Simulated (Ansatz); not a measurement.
Planning a run of Ansatz 0.2.0 on LuVO4 (I4_1/amd). The input:

```yaml
crystal:
  lattice:
    - [-3.5056224044, 3.5056224044, 3.1062838125]
    - [3.5056224044, -3.5056224044, 3.1062838125]
    - [3.5056224044, 3.5056224044, -3.1062838125]
  atoms:
    - { symbol: Lu, position: [0.75, 0.25, 0.5] }
    - { symbol: Lu, position: [0.0, 0.0, 0.0] }
    - { symbol: V, position: [0.5, 0.5, 0.0] }
    - { symbol: V, position: [0.25, 0.75, 0.5] }
    - { symbol: O, position: [0.5114951858, 0.3245322023, 0.1869629835] }
    - { symbol: O, position: [0.0745322023, 0.3875692188, 0.3130370165] }
    - { symbol: O, position: [0.1375692188, 0.3245322023, 0.8130370165] }
    - { symbol: O, position: [0.0745322023, 0.7614951858, 0.6869629835] }
    - { symbol: O, position: [0.2385048142, 0.9254677977, 0.3130370165] }
    - { symbol: O, position: [0.6754677977, 0.4885048142, 0.8130370165] }
    - { symbol: O, position: [0.6124307812, 0.9254677977, 0.6869629835] }
    - { symbol: O, position: [0.6754677977, 0.8624307812, 0.1869629835] }
kpoints:
  mp_grid: { grid: [6, 6, 6] }
  band_path:
    path:
      - [[0.0, 0.0, 0.0], [0.0, 0.0, 0.5], [-0.5, 0.5, 0.5], [0.0, 0.0, 0.0], [0.44676166, 0.44676166, -0.44676166]]
      - [[-0.44676166, 0.55323834, 0.44676166], [-0.5, 0.5, 0.5]]
      - [[0.0, 0.0, 0.5], [0.25, 0.25, 0.25], [0.0, 0.5, 0.0], [0.0, 0.0, 0.0]]
    npoints: 10
hamiltonian:
  xc: r2scan
scf:
  occupations: { method: fermi_dirac, width: 0.02 }
  n_extra_bands: 8
output:
  eigenvalues: true
basis:
  ecutwfc: 650.0
```

```sh
ansatz run input.yaml --threads 3 --pin off --max-ram 92160MiB --backend cuda --events-out ev --progress --plain --runs-dir out --devices 1 --max-vram 13GiB
```

Q: How long will it take on 1 × NVIDIA H100 80GB HBM3 (shared by 6 runs) with 3 threads of AMD EPYC 7R13 (Zen 3), shared host, and how much memory?

It took 18 s; on shared hardware allow 8.8 s to 35 s. Peak host memory was 1.3 GiB. The sizes that set the cost: 5737 plane waves a state, 30 irreducible k points and 10 SCF cycles.

[Paths, hosts, dates, memory and timing lines, banners, echoed tables and standing remarks are left out of the program output.]

[Logs are printed without paths, hosts, clocks, repeated set-up lines and the standing remarks that a program may print on its own settings, such as how far it seeks lower states.]

[Runs of the session that timed out or met a known fault of the program may be left out.]

[Cells called generated may have been cut or substituted from an entry of the Crystallography Open Database or the Materials Project.]

[Hosts, paths, dates, database ids (printed as entryN), source tags and the programs' standing remarks are cut or masked in the printed files.]
